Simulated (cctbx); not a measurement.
# Diagnosing a refinement

Cell a = 4.1310 Å, b = 10.3350 Å, c = 13.4220 Å, α = 90.00°, β = 90.00°, γ = 90.00°; space group Cmcm (no. 63). The compound is Er2LuTi2Co2Si.

The data are simulated with cctbx, not measured: Mo Kα, λ = 0.71073 Å, to d = 0.6 Å, 70 % of the full sphere, strongest reflection 5000 counts, noise from counting, a 2 % proportional error and a noise floor of 15 counts (s.d.); no absorption.

An anisotropic refinement with weights 1/σ² prints:

```text
Rint 0.103, 794 unique reflections to 0.60 A
cycle     R1     wR2    GooF  max shift (A)
   1  0.0731  0.1294   2.110   0.02938
   2  0.0721  0.1237   2.017   0.00013
final R1 0.0721 wR2 0.1237 GooF 2.017  parameters 22  data/parameter 36.1
atom        x        y        z      Ueq    occ   su(xyz)  su(Uiso or U11)
Lu1    0.50000  0.13551  0.75000   0.0080  1.000  0.00014  0.0006
Er1    0.00000  0.08620  0.38577   0.0083  1.000  0.00011  0.0004
Co1    0.00000  0.20893  0.91734   0.0119  1.000  0.00036  0.0015
Ti1    0.00000  0.37117  0.46872   0.0165  1.000  0.00059  0.0021
difference map: max 57.94 min -9.76 rms 2.06
Q1    0.0000  0.3265  0.7500    4   62.39  2.55 A from Co1
Q2    0.0000  0.4637  0.7246    8    7.03  1.81 A from Lu1
Q3    0.0000  0.0128  0.2500    4    6.78  1.97 A from Er1
Q4    0.0000  0.3837  0.6973    8    6.58  2.37 A from Er1
Q5    0.0000  0.3525  0.2500    4    5.95  0.12 A from Lu1
Q6    0.0000  0.2096  0.0760    8    5.88  1.38 A from Er1
```

**Question.** Can this result stand? If not, what is the likely fault?

Mend it. The fault: an atom left out, Si at (0, 0.3274, 3/4). Against the right model at the same level, R1 goes from 0.0361 to 0.0721 and GooF from 0.95 to 2.02 and the top difference peak, 62.4 e/Å³, lies 2.55 Å from Co1. Q1 is the missing atom. With scattering power missing, scale and phases suffer, so peaks may also grow on the heavy atoms.

The compound is Er2LuTi2Co2Si. The right model at the same level gives:

```text
Rint 0.103, 794 unique reflections to 0.60 A
cycle     R1     wR2    GooF  max shift (A)
   1  0.0365  0.0587   0.960   0.00081
   2  0.0361  0.0580   0.948   0.00000
final R1 0.0361 wR2 0.0580 GooF 0.948  parameters 26  data/parameter 30.5
atom        x        y        z      Ueq    occ   su(xyz)  su(Uiso or U11)
Lu1    0.50000  0.13581  0.75000   0.0078  1.000  0.00007  0.0003
Er1    0.00000  0.08608  0.38560   0.0085  1.000  0.00005  0.0002
Co1    0.00000  0.20876  0.91806   0.0124  1.000  0.00018  0.0007
Ti1    0.00000  0.37397  0.46867   0.0154  1.000  0.00025  0.0010
Si1    0.00000  0.32782  0.75000   0.0148  1.000  0.00056  0.0021
difference map: max 5.30 min -6.79 rms 1.41
Q1    0.0000  0.0107  0.2500    4    5.46  1.98 A from Er1
Q2    0.0000  0.4636  0.7255    8    5.18  1.44 A from Si1
Q3    0.0000  0.3797  0.7009    8    4.47  0.85 A from Si1
Q4    0.0000  0.0009  0.0765    8    4.46  1.02 A from Er1
Q5    0.0000  0.2087  0.0804    8    4.44  1.35 A from Er1
Q6    0.0000  0.4341  0.5324    8    4.43  1.06 A from Ti1
```

Isotropic U is held between 0.0001 and 1 Å² by the program, and listed peak heights are interpolated, so they can pass the grid's maximum.

The model is made up (kin elements in a known structure type, no relaxation), so it says nothing on whether the phase exists.

[Middle refinement cycles are left out of these outputs.]

[Logs are printed without paths, hosts, clocks, repeated set-up lines and the standing remarks that a program may print on its own settings, such as how far it seeks lower states.]
